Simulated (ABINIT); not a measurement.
An input for ABINIT 10.8.3 (CdF2 (Fm-3m)):

```
acell 3*1.0 Angstrom
rprim 
  0.000000000000 2.694000000000 2.694000000000
  2.694000000000 -0.000000000000 2.694000000000
  2.694000000000 2.694000000000 -0.000000000000
ntypat 2
znucl 48 9
natom 3
typat 1 2 2
xred 
  0.000000000000 0.000000000000 0.000000000000
  0.250000000000 0.250000000000 0.250000000000
  0.750000000000 0.750000000000 0.750000000000
pp_dirpath "pseudos"
pseudos "Cd.upf, F.upf"
ecut 47
nspinor 2
ngkpt 4 4 4
nshiftk 1
shiftk 0 0 0
kptopt 1
chksymbreak 0
iscf -2
irdden 1
istwfk *1
nband 202
nbdbuf 18
tolwfr 1e-09
nstep 60
prtvol 0
indata_prefix "in"
outdata_prefix "out"
tmpdata_prefix "tmp"
```

```sh
OMP_NUM_THREADS=1 mpirun -n 4 abinit run.abi > log
```

Q: Estimate wall time and host memory on 4 MPI ranks of Arm Neoverse V1, shared host.

It took 3.3 min; on shared hardware allow 100 s to 6.6 min. Peak host memory was 0.56 GiB.

[Paths, hosts, dates, memory and timing lines, banners, echoed tables and standing remarks are left out of the program output.]

[Logs are printed without paths, hosts, clocks, repeated set-up lines and the standing remarks that a program may print on its own settings, such as how far it seeks lower states.]

[Runs of the session that timed out or met a known fault of the program may be left out.]

[Hosts, paths, dates, database ids (printed as entryN), source tags and the programs' standing remarks are cut or masked in the printed files.]

[G0W0 gaps are taken among the corrected bands and points alone; a level outside them can change the order at an edge.]

[Where Ansatz stands beside ABINIT at settings called matched, ABINIT's density can come from a denser mesh and the files from another edition; pairs whose starting gaps differed by over 0.03 eV were left out, so agreement reads better than it is.]
